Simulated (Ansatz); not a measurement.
# Formation energy and levels of the substitutional impurity Mn_Ca in CaO (Fm-3m)

Charge states of Mn_Ca in CaO (Fm-3m), set against the band edges. Model: a cell of 54 host atoms with 1 Ca taken out and 1 Mn put in.

Main program and level: Ansatz 0.2.0; place-levels on r2SCAN runs: charge-transition levels and formation energies with image-charge correction and potential alignment at the atomic sites; PAW set soft_1.

## Step 1: Starting point

The cell holds 54 atoms: 26 Ca, 27 O and 1 Mn. Its edges and angles: a = 10.173 Å, b = 10.173 Å, c = 10.173 Å, α = 60.0°, β = 60.0°, γ = 60.0°. It derives from CaO (space group Fm-3m). Nearest the centre at fractional (0.667, 0.667, 0.333): Mn51 at 0.00 Å, O28 at 2.40 Å, O44 at 2.40 Å, O32 at 2.40 Å, O34 at 2.40 Å, O46 at 2.40 Å, O50 at 2.40 Å, Ca21 at 3.39 Å.

Screening for the image-charge correction: ε∞ = 3.85, ε0 = 16.67, computed on the host (DFPT, PBEsol, on the r2SCAN cell), and a cell off the functional's own equilibrium shifts the ionic part.

The cell's shortest repeat is 10.2 Å.

## Step 2: Charge states

A transition level is the Fermi level at which two charge states cost the same, so each charge needs its own total energy, at its own relaxed structure.

Random displacements of about 0.05 Å break the site symmetry at the start, so that the relaxation can reach a distorted minimum if there is one. Forces are taken at one point at (¼, ¼, ¼). The cell holds 1 electron more than the neutral one, with a uniform background that keeps it neutral on the whole.

The sampling was tested on the host first: at the k-points planned (1x1x1 shifted 0.25 0.25 0.25) its energy lies 0.005 eV an atom from the dense-mesh value, under the bound of 0.02 eV set for this test; that bounds the host's error, not the defect's.

One state's input; the others differ in charge, spin, start and seed, and in occupations where the table says so.

qm1.relax/input.yaml reads:

```yaml
crystal:
  lattice:
    - [0.0, 7.19307716, 7.19307716]
    - [7.19307716, 0.0, 7.19307716]
    - [7.19307716, 7.19307716, 0.0]
  atoms:
    - { symbol: Ca, position: [0.0, 0.0, 0.0] }
    - { symbol: O, position: [0.16666667, 0.16666667, 0.16666667] }
[... 6 atom lines left out ...]
    - { symbol: Ca, position: [0.0, 0.33333333, 0.33333333] }
[... 3 atom lines left out ...]
    - { symbol: Ca, position: [0.0, 0.66666667, 0.0] }
[... 1 atom line left out ...]
    - { symbol: Ca, position: [0.0, 0.66666667, 0.33333333] }
[... 5 atom lines left out ...]
    - { symbol: Ca, position: [0.33333333, 0.0, 0.33333333] }
[... 4 atom lines left out ...]
    - { symbol: O, position: [0.5, 0.5, 0.16666667] }
[... 1 atom line left out ...]
    - { symbol: O, position: [0.5, 0.5, 0.5] }
[... 3 atom lines left out ...]
    - { symbol: O, position: [0.5, 0.83333333, 0.16666667] }
    - { symbol: Ca, position: [0.33333333, 0.66666667, 0.33333333] }
    - { symbol: O, position: [0.5, 0.83333333, 0.5] }
    - { symbol: Ca, position: [0.33333333, 0.66666667, 0.66666667] }
[... 1 atom line left out ...]
    - { symbol: Ca, position: [0.66666667, 0.0, 0.0] }
[... 1 atom line left out ...]
    - { symbol: Ca, position: [0.66666667, 0.0, 0.33333333] }
[... 4 atom lines left out ...]
    - { symbol: O, position: [0.83333333, 0.5, 0.16666667] }
    - { symbol: Ca, position: [0.66666667, 0.33333333, 0.33333333] }
    - { symbol: O, position: [0.83333333, 0.5, 0.5] }
    - { symbol: Ca, position: [0.66666667, 0.33333333, 0.66666667] }
[... 1 atom line left out ...]
    - { symbol: Ca, position: [0.66666667, 0.66666667, 0.0] }
    - { symbol: O, position: [0.83333333, 0.83333333, 0.16666667] }
    - { symbol: Mn, position: [0.66666667, 0.66666667, 0.33333333] }
[... 1 atom line left out ...]
    - { symbol: Ca, position: [0.66666667, 0.66666667, 0.66666667] }
    - { symbol: O, position: [0.83333333, 0.83333333, 0.83333333] }
  host:
    repeats: [3, 3, 3]
    atoms:
      - { symbol: Ca, position: [0.0, 0.0, 0.0] }
      - { symbol: O, position: [0.5, 0.5, 0.5] }
total_charge: -1
basis:
  ecutwfc: 500
  xc_grid: 2
hamiltonian:
  xc: r2scan
  pseudopotentials: { kind: paw, azcp: { folder: soft_1 } }
kpoints:
  mp_grid: { grid: [1, 1, 1], shift: [0.25, 0.25, 0.25] }
scf:
  occupations: { method: fixed }
  max_iter: 80
output:
  forces: true
  charged_corrections:
    epsilon: 3.85
    static_epsilon: 16.67
    defect_position: [0.666667, 0.666667, 0.333333]
relax:
  f_tol: 0.02
  max_steps: 80
  random_displacement: { amplitude: 0.05, seed: 4200 }
checkpoint:
  write: "../qm1.relax.run"
  compress: false
  write_wavefunctions: true
  write_every: 100000
```

The run is started by

```bash
$ ansatz run input.yaml --threads 4 --pin off --max-ram 15073MiB --backend cpu --events-out ev --progress --plain --runs-dir out
```

Defect states can disperse in a cell of this size, so the energy is taken again at a 2×2×2 shifted mesh, on the relaxed structure.

The run of this state that the levels use, under r2SCAN:

qm1.point/input.yaml reads:

```yaml
crystal:
  checkpoint: "../qm1.relax.run"
  host: checkpoint
total_charge: -1
basis:
  ecutwfc: 500
  xc_grid: 2
hamiltonian:
  xc: r2scan
  pseudopotentials: { kind: paw, azcp: { folder: soft_1 } }
kpoints:
  mp_grid: { grid: [2, 2, 2], shift: [0.5, 0.5, 0.5] }
scf:
  occupations: { method: fermi_dirac, width: 0.01 }
  max_iter: 80
output:
  forces: true
  eigenvalues: true
  charged_corrections:
    epsilon: 3.85
    static_epsilon: 16.67
    defect_position: [0.666667, 0.666667, 0.333333]
  eigenstates: { localisation: true }
  populations: true
  band_densities: [{ bands: [v1, v1] }, { bands: [c1, c1] }]
  write_density: true
  write_potential: true
  volumetric_format: npy
checkpoint:
  read: "../qm1.relax.run"
  write: "../qm1.point.run"
  compress: false
  write_wavefunctions: false
  write_every: 100000
```

Relaxations under r2SCAN at one point at (¼, ¼, ¼); times on 4 threads of Arm Neoverse V2, shared host:

```
charge  moment (μB)  occupations        outcome  steps  largest displacement against the far atoms (Å)     time
    −1            0        fixed      converged      5                                            0.06     94 s
    −1            4        fixed      converged      6                                            0.04  4.7 min
    −1            2        fixed      converged      8                                            0.08  9.4 min
     0            1        fixed      converged      7                                            0.09  6.7 min
     0            5        fixed      converged      5                                            0.06  2.6 min
     0            3        fixed      converged      7                                            0.18  7.2 min
    +1            0        fixed      converged     20                                            0.33  5.4 min
    +1            4        fixed      converged      9                                            0.36  4.8 min
    +1            2        fixed  not converged      -                                               -  4.7 min
    +1            2  fermi-dirac      converged      8                                            0.42   12 min
```

Single points under r2SCAN at a 2×2×2 shifted mesh; times on 4 threads of Arm Neoverse V2, shared host:

```
charge  moment (μB)  occupations    outcome     time
    −1            0  fermi-dirac  converged     97 s
    −1            4  fermi-dirac  converged  3.7 min
    −1            2  fermi-dirac  converged  7.7 min
     0            1  fermi-dirac  converged  6.3 min
     0            5  fermi-dirac  converged  3.2 min
     0            3  fermi-dirac  converged    4 min
    +1            0  fermi-dirac  converged     95 s
    +1            4  fermi-dirac  converged    3 min
    +1            2  fermi-dirac  converged  3.3 min
```

Distances (Å) from Mn51 to the nearest atoms after relaxation with r2SCAN:

```
charge  moment (μB)      1.      2.      3.      4.      5.      6.
    −1            0  O 2.38  O 2.38  O 2.38  O 2.38  O 2.38  O 2.38
    −1            4  O 2.39  O 2.39  O 2.39  O 2.39  O 2.39  O 2.40
    −1            2  O 2.34  O 2.36  O 2.45  O 2.45  O 2.47  O 2.48
     0            1  O 2.31  O 2.31  O 2.31  O 2.31  O 2.31  O 2.31
     0            5  O 2.34  O 2.34  O 2.34  O 2.34  O 2.34  O 2.35
     0            3  O 2.22  O 2.22  O 2.36  O 2.36  O 2.39  O 2.39
    +1            0  O 2.07  O 2.08  O 2.11  O 2.13  O 2.20  O 2.24
    +1            4  O 2.04  O 2.04  O 2.04  O 2.04  O 2.47  O 2.47
    +1            2  O 1.97  O 1.97  O 2.25  O 2.25  O 2.25  O 2.25
```

## Step 3: place-levels, r2SCAN

A charged cell interacts with its images and the background, and its potential has another zero than the host's. place-levels removes the first by a point-charge model, screened by the static dielectric constant since the ions have relaxed around the charge, and the second by comparing potentials at atoms far from the defect.

The host is a run of the defect-free crystal in the same cutoffs, grids and k-points, so that basis and sampling errors cancel in part in the differences. The host is run in a cell of 2 atoms on a matching mesh. Its band edges are searched through the zone by a band path, so the gap is smaller than, or equal to, that on the mesh. Chemical potentials are energies per atom of Ca (fcc) and Mn (gamma-Mn, layered antiferromagnet), run with the same functional and cutoff.

levels.point.yaml reads:

```yaml
host:
  run: host.point.run
states: [qm1.point.run, qm1_M4.point.run, qm1_M2.point.run, q0_M1.point.run, q0_M5.point.run, q0_M3.point.run, qp1.point.run, qp1_M4.point.run, qp1_M2.point.run]
geometry_from:
  qm1.point.run: qm1.relax.run
  qm1_M4.point.run: qm1_M4.relax.run
  qm1_M2.point.run: qm1_M2.relax.run
  q0_M1.point.run: q0_M1.relax.run
  q0_M5.point.run: q0_M5.relax.run
  q0_M3.point.run: q0_M3.relax.run
  qp1.point.run: qp1.relax.run
  qp1_M4.point.run: qp1_M4.relax.run
  qp1_M2.point.run: qp1_M2.relax_smeared.run
chemical_potentials:
  Ca:
    energy: -1821.671293
    dataset: <sha256 of the dataset>
  Mn:
    energy: -3903.948704
    dataset: "<sha256 of the dataset>"
epsilon: 3.85
static_epsilon: 16.67
vertical:
  - { from: qm1.point.run, to: qm1.point_neutral.run }
  - { from: qm1_M4.point.run, to: qm1_M4.point_neutral.run }
  - { from: qm1_M2.point.run, to: qm1_M2.point_neutral.run }
  - { from: qp1.point.run, to: qp1.point_neutral.run }
  - { from: qp1_M4.point.run, to: qp1_M4.point_neutral.run }
  - { from: qp1_M2.point.run, to: qp1_M2.point_neutral.run }
```

The run is started by

```bash
$ ansatz place-levels levels.point.yaml -- --threads 4 --pin off --max-ram 15073MiB
```

Numbers of over 12 decimals in the logs are rounded to 6 here.

Output:

```text
[... repeated set-up lines and file paths are left out, and long positions are rounded to six places ...]
(+1/0) 1.522 eV above the valence edge, 2.676 eV under the conduction edge
(0/-1) 4.264 eV above the valence edge (+4.476 eV without the band-filling correction), in the conduction band
formation energy of charge +1: +1.416 eV with the Fermi level at the valence edge
formation energy of charge 0: +2.938 eV with the Fermi level at the valence edge
formation energy of charge -1: +7.202 eV with the Fermi level at the valence edge
vertical -1 to 0: no energy, since no alignment is typed
  the change from vertical[0].from (qm1.point.run) to vertical[0].to (qm1.point_neutral.run): by its potential at epsilon 3.85 it stands at 0.666 0.667 0.334, with an rms radius of about 1.9 Å (1.1 1.1 1.1 Å across the planes of the cell's vectors); [...]
vertical -1 to 0: no energy, since no alignment is typed
  the change from vertical[1].from (qm1_M4.point.run) to vertical[1].to (qm1_M4.point_neutral.run): by its potential at epsilon 3.85 it stands at 0.666 0.667 0.333, with an rms radius of about 4.5 Å (2.6 2.6 2.6 Å across the planes of the cell's vectors); [...]
vertical -1 to 0: no energy, since no alignment is typed
  the change from vertical[2].from (qm1_M2.point.run) to vertical[2].to (qm1_M2.point_neutral.run): by its potential at epsilon 3.85 it stands at 0.667 0.666 0.336, with an rms radius of about 2.2 Å (1.2 1.3 1.3 Å across the planes of the cell's vectors); [...]
vertical +1 to 0: no energy, since no alignment is typed
[...]
of states[1] (qm1_M4.point.run): it parts from the run at its places by a charge that spreads by about 2.6 Å along one vector (1.4 Å or more is wide), by its potential at epsilon 3.85, taken for that of held ions (one typed too small widens it), where the [...]
  of states[8] (qp1_M2.point.run): its alignment with the host at atomic sites is doubtful: the cell is too small to show whether the defect's potential has decayed: take a larger one; stability_check_not_made
  of states[6] (qp1.point.run): its alignment with the host at atomic sites is doubtful: the cell is too small to show whether the defect's potential has decayed: take a larger one
  of states[5] (q0_M3.point.run): its alignment with the host at atomic sites is doubtful: the cell is too small to show whether the defect's potential has decayed: take a larger one; stability_check_not_made
  of states[3] (q0_M1.point.run): its alignment with the host at atomic sites is doubtful: the cell is too small to show whether the defect's potential has decayed: take a larger one; stability_check_not_made
  of states[2] (qm1_M2.point.run): its alignment with the host at atomic sites is doubtful: the cell is too small to show whether the defect's potential has decayed: take a larger one; stability_check_not_made
  of states[0] (qm1.point.run): its alignment with the host at atomic sites is doubtful: the cell is too small to show whether the defect's potential has decayed: take a larger one
  of vertical[0].to (qm1.point_neutral.run): stability_check_not_made
  of vertical[1].from (qm1_M4.point.run): stability_check_not_made; [...]
  of vertical[1].to (qm1_M4.point_neutral.run): stability_check_not_made
  of vertical[2].from (qm1_M2.point.run): stability_check_not_made
  of vertical[2].to (qm1_M2.point_neutral.run): stability_check_not_made
  of vertical[3].to (qp1.point_neutral.run): stability_check_not_made
  of vertical[4].from (qp1_M4.point.run): stability_check_not_made
  of vertical[4].to (qp1_M4.point_neutral.run): stability_check_not_made
  of vertical[5].from (qp1_M2.point.run): stability_check_not_made
  of vertical[5].to (qp1_M2.point_neutral.run): stability_check_not_made
```

The job ended after 0.85 s (4 threads of Arm Neoverse V2, shared host).

Levels between the charges placed, in eV above the valence top:

```
        gap (eV)  (+1/0)  (0/−1)
r2SCAN      4.20    1.52    4.26
```

Corrections by state:

```
charge  moment (μB)  image terms and alignment (eV)  band filling (eV)  ε used  over the lowest of its charge, as the program ranks them, band filling apart (eV)
    +1          4.0                           0.126                  -   16.67                                                                              0.000
     0          5.0                           0.000                  -       -                                                                              0.000
    −1          4.0                           0.108             -0.212   16.67                                                                              0.000
    +1          2.0                           0.120                  -   16.67                                                                              1.143
    +1          0.0                           0.112                  -   16.67                                                                              3.094
     0          3.0                           0.000                  -       -                                                                              1.835
     0          1.0                           0.000                  -       -                                                                              2.154
    −1          2.0                           0.156                  -   16.67                                                                              1.561
    −1          0.0                           0.164                  -   16.67                                                                              2.081
```

The charged structures listed were also run neutral, and place-levels reads from each pair, by the potential or the spins, how wide the charge is by which they differ; that can be the carrier of either run.

```
charge  rms radius (Å)  spread where it is widest against the cell (Å)  wide from (Å)  reading
    +1             1.9                                            1.14           1.44   narrow
    −1             4.5                                            2.64           1.44     wide
```

The neutral runs of these pairs need not share the spin of the lowest neutral state, and very wide values only mean spread over the cell.

From the program's caveats on the states, each cut to its opening words:

- charge +1 (4 μB), 0 (5 μB), −1 (4 μB), +1 (2 μB), +1, 0 (3 μB), 0 (1 μB), −1 (2 μB), −1: its alignment with the host at atomic sites is doubtful: the cell is too small to show whether the defect's potential has decayed: take a larger one
- charge +1 (4 μB), 0 (5 μB), −1 (4 μB), +1 (2 μB), 0 (3 μB), 0 (1 μB), −1 (2 μB): flagged: stability check not made
- charge −1 (4 μB): it parts from the run at its places by a charge that spreads by about 2.6 Å along one vector (1.4 Å or more is wide), by its potential at epsilon 3.85, taken [...]
- charge −1 (4 μB): a band-filling correction moves a carrier to the host's band edge, which changes its energy by -0.212 eV
- charge −1 (4 μB): the host's ions (past the first shell or, of a walk that freed a part, those that it held) aren't shown at rest: they stand up to 0.042 Å off their sites, 0.71 [...]

The host's formation energy from the elements is -3.216 eV per atom; it sets how far the chemical potentials can move.

Limit set by the element alone; other compounds of these elements are not counted. Chemical potentials from the elements' reference states: Ca 0.00 eV, O -6.43 eV, Mn 0.00 eV. Formation energies (Ca-rich), with the Fermi level at the valence top and at the conduction bottom (gap 4.20 eV):

```
charge  at valence top (eV)  at conduction bottom (eV)  correction included (eV)
    +1                 1.42                       5.61                      0.13
     0                 2.94                       2.94                      0.00
    −1                 7.20                       3.00                     -0.10
```

| Fermi level (eV) | lowest formation energy (eV) |
| --- | --- |
| 0.00 | 1.42 |
| 0.38 | 1.80 |
| 0.76 | 2.18 |
| 1.14 | 2.56 |
| 1.53 | 2.94 |
| 1.91 | 2.94 |
| 2.29 | 2.94 |
| 2.67 | 2.94 |
| 3.05 | 2.94 |
| 3.43 | 2.94 |
| 3.82 | 2.94 |
| 4.20 | 2.94 |

Limit set by the element alone; other compounds of these elements are not counted. Chemical potentials from the elements' reference states: O 0.00 eV, Ca -6.43 eV, Mn 0.00 eV. Formation energy by charge state (O-rich; gap 4.20 eV):

```
charge  at valence top (eV)  at conduction bottom (eV)  correction included (eV)
    +1                -5.02                      -0.82                      0.13
     0                -3.49                      -3.49                      0.00
    −1                 0.77                      -3.43                     -0.10
```

```csv
Fermi level (eV),lowest formation energy (eV)
0.00,-5.02
0.38,-4.64
0.76,-4.25
1.14,-3.87
1.53,-3.49
1.91,-3.49
2.29,-3.49
2.67,-3.49
3.05,-3.49
3.43,-3.49
3.82,-3.49
4.20,-3.49
```

## Step 4: What came out

| Property | Result |
| --- | --- |
| gap of the host | 4.20 eV (r2SCAN) |
| level (plus 1/0) | 1.52 eV above the valence top |
| level (0/minus 1) | 4.26 eV above the valence top, past the conduction bottom (4.48 eV above the valence top without the band-filling term) |
| lowest of the charges placed, just above the valence top (0.02 eV) | +1 |
| lowest of the charges placed, just below the conduction bottom (0.02 eV) | 0 |
| lowest formation energy at mid-gap of the charges run, Ca-rich | 2.94 eV |
| lowest formation energy at mid-gap of the charges run, O-rich | -3.49 eV |

**Reading.** Of the charges placed (−1, 0 and +1), the lowest changes at 1.52 eV (+1/0) above the valence top, in a gap of 4.20 eV. Charges above +1 were not placed, so these runs say nothing of levels that involve them. States placed: +1 at 4 μB, 2 μB and 0 μB; 0 at 5 μB, 3 μB and 1 μB; −1 at 4 μB, 2 μB and 0 μB. Other spin states or structures, where not listed, weren't placed. The program finds carriers beyond a band edge of the host and adds a band-filling term at charge −1 (-0.21 eV); steps to such a charge show no bound level, and a defect level inside a band would be read the same way. Mn is taken at its element; compounds, which aren't counted here, bound the chemical potentials and would shift these formation energies. The lowest formation energy (O-rich) is negative across the gap, so the defect would form by itself: these chemical potentials lie beyond what competing compounds allow, or the host is unstable against it. The program doubts the alignment of potentials for at least one state, a sign that the cell is small. Limits: r2SCAN makes the gap too small and tends to spread out bound carriers; where a gas molecule sets a chemical potential or the host's formation energy, its binding is uncorrected; force components of up to 0.17 eV/Å remain in a run at the final settings.

[Logs are printed without paths, hosts, clocks, repeated set-up lines and the standing remarks that a program may print on its own settings, such as how far it seeks lower states.]

[Hosts, paths, dates, database ids (printed as entryN), source tags and the programs' standing remarks are cut or masked in the printed files.]

[Where a table of states has a column of steps, it counts the stored structures, which are thinned; the runs took as many ionic steps or more.]

[A defect's name tells the site on which it was built; relaxed atoms can leave that site.]

[For some hosts the program warned that the k-mesh of the response run may be too coarse for force constants and the static dielectric constant; such warnings are not shown here.]
